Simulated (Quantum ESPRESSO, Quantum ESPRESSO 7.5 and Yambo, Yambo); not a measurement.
# BaTiO3 (P4mm): G0W0 on several meshes in Yambo

How does the mesh move the gap of BaTiO3 (P4mm)?

Program: Quantum ESPRESSO 7.5 and Yambo 5.3.0. Level of theory: PBE and many-body steps on it, plane waves. Results are calculated unless marked as measured.

Most raw output is cut from this account.

### Step 1. The starting structure

The structure is tetragonal, space group P4mm (No. 99). Conventional cell: a = 3.990 Å, b = 3.990 Å, c = 4.023 Å, α = 90.00°, β = 90.00°, γ = 90.00°. Nearest to Ba lie 12 O at 2.80 to 2.87 Å. Nearest to Ti lie 6 O at 1.84 to 2.18 Å. O has 2 Ti at 1.84 to 2.18 Å and 4 Ba at 2.82 Å nearest. Nearest to O lie 2 Ti at 2.00 Å and 4 Ba at 2.80 to 2.87 Å. Farther neighbours and most contacts between anions are not listed.

The cell and positions come from the Crystallography Open Database and are kept as given unless a step says otherwise. Spin-orbit coupling is left out unless a step names it.

### Step 2. Empty states on the mesh, 2×2×2 mesh, 87 bands

This step: Quantum ESPRESSO 7.5; DFT, PBE, plane waves, norm-conserving pseudopotentials.

The sums over transitions need many empty states on a uniform mesh; this step solves for them.

pw.in reads:

```
&control
  calculation = 'nscf'
  prefix = 'x'
  outdir = 'o'
  pseudo_dir = 'pseudo'
/
&system
  ibrav = 0
  nat = 5
  ntyp = 3
  ecutwfc = 76.0
  nbnd = 87
  force_symmorphic = .true.
/
&electrons
  conv_thr = 1e-9
  electron_maxstep = 80
  diago_full_acc = .true.
  diago_thr_init = 5e-6
/
ATOMIC_SPECIES
  Ba 137.33 Ba.upf
  Ti 47.867 Ti.upf
  O 15.999 O.upf
CELL_PARAMETERS angstrom
  3.9904800000 0.0000000000 0.0000000000
  0.0000000000 3.9904800000 0.0000000000
  0.0000000000 0.0000000000 4.0230300000
ATOMIC_POSITIONS crystal
  Ba 0.0000000000 0.0000000000 0.0000000000
  Ti 0.5000000000 0.5000000000 0.5220000000
  O 0.5000000000 0.5000000000 0.9790000000
  O 0.5000000000 0.0000000000 0.4880000000
  O 0.0000000000 0.5000000000 0.4880000000
K_POINTS automatic
  2 2 2 0 0 0
```

Started as:

```sh
$ OMP_NUM_THREADS=1 mpirun -n 4 pw.x -nk 4 -in pw.in > pw.out
```

The job ended after 7.2 s (4 MPI ranks of Arm Neoverse V1, shared host; peak memory 0.36 GiB).

Numbers from this step:

| Property | Result |
| --- | --- |
| gap | 1.851 eV |
| k of the valence top | -0.5, -0.5, -0.5 |
| k of the conduction bottom | 0, 0, 0 |
| least direct gap | 2.222 eV |
| k points computed | 6 |
| lowest point of the top converged band, above the valence top | 48.89 eV |

On this mesh the gap is 1.851 eV.

The density comes from a self-consistent run that is not shown.

### Step 3. Conversion and set-up

This step: Yambo 5.3.0; conversion and set-up on PBE, plane waves, norm-conserving pseudopotentials.

The states are converted to the many-body program's format and the q mesh is built.

Started as:

```sh
$ (cd o/x.save; p2y > p2y.log; mv SAVE ../..); yambo > setup.log
```

Wall time 2.7 s (1 MPI rank); peak memory 0.24 GiB.

### Step 4. 2×2×2

Now the one-shot GW correction: screening in the RPA, then the self-energy of the levels asked for.

This step: G0W0 on PBE, plane waves, norm-conserving pseudopotentials.

gw13.in reads:

```
HF_and_locXC
gw0
dyson
ppa
em1d
rim_cut
RandQpts= 1000000
RandGvec= 1 RL
EXXRLvcs= 76 Ry
VXCRLvcs= 304 Ry
Chimod= "HARTREE"
% BndsRnXp
 1 | 87 |
%
NGsBlkXp= 9 Ry
% LongDrXp
 1 | 1 | 1 |
%
% GbndRnge
 1 | 87 |
%
DysSolver= "n"
ExtendOut
PPAPntXp= 27.21138 eV
% QPkrange
 6 | 6 | 19 | 22 |
 1 | 1 | 19 | 22 |
%
```

Started as:

```sh
$ OMP_NUM_THREADS=1 mpirun -n 4 yambo -F gw13.in -J gw13 -C gw13 > gw13.log
```

The job ended after 12 s (4 MPI ranks; peak memory 1.3 GiB; 46 s of CPU time).

This step gave:

- G0W0 gap on the points computed: 3.314 eV
- starting gap on the mesh: 1.851 eV
- k of the valence top: -0.5, -0.5, -0.5
- k of the conduction bottom: 0, 0, 0
- least direct G0W0 gap on the computed points: 3.747 eV
- Z at the valence top: 0.7664
- Z at the conduction bottom: 0.7800

The gap on the mesh goes from 1.85 eV to 3.31 eV, a correction of +1.46 eV.

### Step 5. Empty states on the mesh, 6×6×6 mesh, 87 bands

This step: Quantum ESPRESSO 7.5; DFT, PBE, plane waves, norm-conserving pseudopotentials.

Changes to pw.in since step 2:

```diff
@@ -35,2 +35,2 @@
 K_POINTS automatic
-  2 2 2 0 0 0
+  6 6 6 0 0 0
```

Started as:

```sh
$ OMP_NUM_THREADS=1 mpirun -n 4 pw.x -nk 4 -in pw.in > pw.out
```

The job ended after 30 s (4 MPI ranks; peak memory 0.37 GiB).

Numbers from this step:

* gap: 1.851 eV
* k of the valence top: -0.5, -0.5, -0.5
* k of the conduction bottom: 0, 0, 0
* least direct gap: 2.222 eV
* k points computed: 40
* lowest point of the top converged band, above the valence top: 48.89 eV

On this mesh the gap is 1.851 eV.

### Step 6. Conversion and set-up

This step: Yambo 5.3.0; conversion and set-up on PBE, plane waves, norm-conserving pseudopotentials.

Started as:

```sh
$ (cd o/x.save; p2y > p2y.log; mv SAVE ../..); yambo > setup.log
```

Wall time 4.6 s (1 MPI rank); peak memory 0.26 GiB.

### Step 7. 6×6×6

This step: G0W0 on PBE, plane waves, norm-conserving pseudopotentials.

gw14.in, as its differences from gw13.in of step 4:

```diff
@@ -25,3 +25,3 @@
 % QPkrange
- 6 | 6 | 19 | 22 |
+ 40 | 40 | 19 | 22 |
  1 | 1 | 19 | 22 |
```

Started as:

```sh
$ OMP_NUM_THREADS=1 mpirun -n 4 yambo -F gw14.in -J gw14 -C gw14 > gw14.log
```

Wall time 18 min (4 MPI ranks); peak memory 3.5 GiB.

This step gave:

```
G0W0 gap on the points computed              : 3.376 eV
starting gap on the mesh                     : 1.851 eV
k of the valence top                         : -0.5, -0.5, -0.5
k of the conduction bottom                   : 0, 0, 0
least direct G0W0 gap on the computed points : 3.760 eV
Z at the valence top                         : 0.7643
Z at the conduction bottom                   : 0.7792
```

Against G0W0 in Yambo (2×2×2 mesh, 87 bands, screening to 122.5 eV, Godby-Needs plasmon pole), the gap moves by +0.062 eV.

### Step 8. Side by side

Times are wall times on 4 MPI ranks of Arm Neoverse V1, shared host, good to a factor of about two.

| run | mesh | bands | screening cutoff (eV) | DFT gap (eV) | gap on the mesh (eV) | direct (eV) | time |
| --- | --- | --- | --- | --- | --- | --- | --- |
| 2×2×2 | 2×2×2 | 87 | 122.5 | 1.851 | 3.314 | 3.747 | 12 s |
| 6×6×6 | 6×6×6 | 87 | 122.5 | 1.851 | 3.376 | 3.760 | 18 min |

### Step 9. What came out

| Quantity | Value |
| --- | --- |
| 2×2×2 | 3.314 eV |
| 6×6×6 | 3.376 eV |
| known limits | not at the basis limit; no spin-orbit coupling; coarse k mesh |

6×6×6: +0.062 eV against 2×2×2. Bands and cutoff are finite, so the gap is not at the basis limit. The miss can reach some tenths of an eV and take either sign; the mesh is an error of its own. In the G0W0 runs levels were corrected at 2 k points alone, so a gap called «on the mesh» is the least over those, and an edge elsewhere would be missed. The 2×2×2 mesh is coarse for this cell, which bears on the long-range parts of exchange and screening. The many-body steps are scalar-relativistic: spin-orbit coupling is not in them.

[Paths, hosts, dates, memory and timing lines, banners, echoed tables and standing remarks are left out of the program output.]

[Logs are printed without paths, hosts, clocks, repeated set-up lines and the standing remarks that a program may print on its own settings, such as how far it seeks lower states.]

[Runs of the session that timed out or met a known fault of the program may be left out.]

[Hosts, paths, dates, database ids (printed as entryN), source tags and the programs' standing remarks are cut or masked in the printed files.]
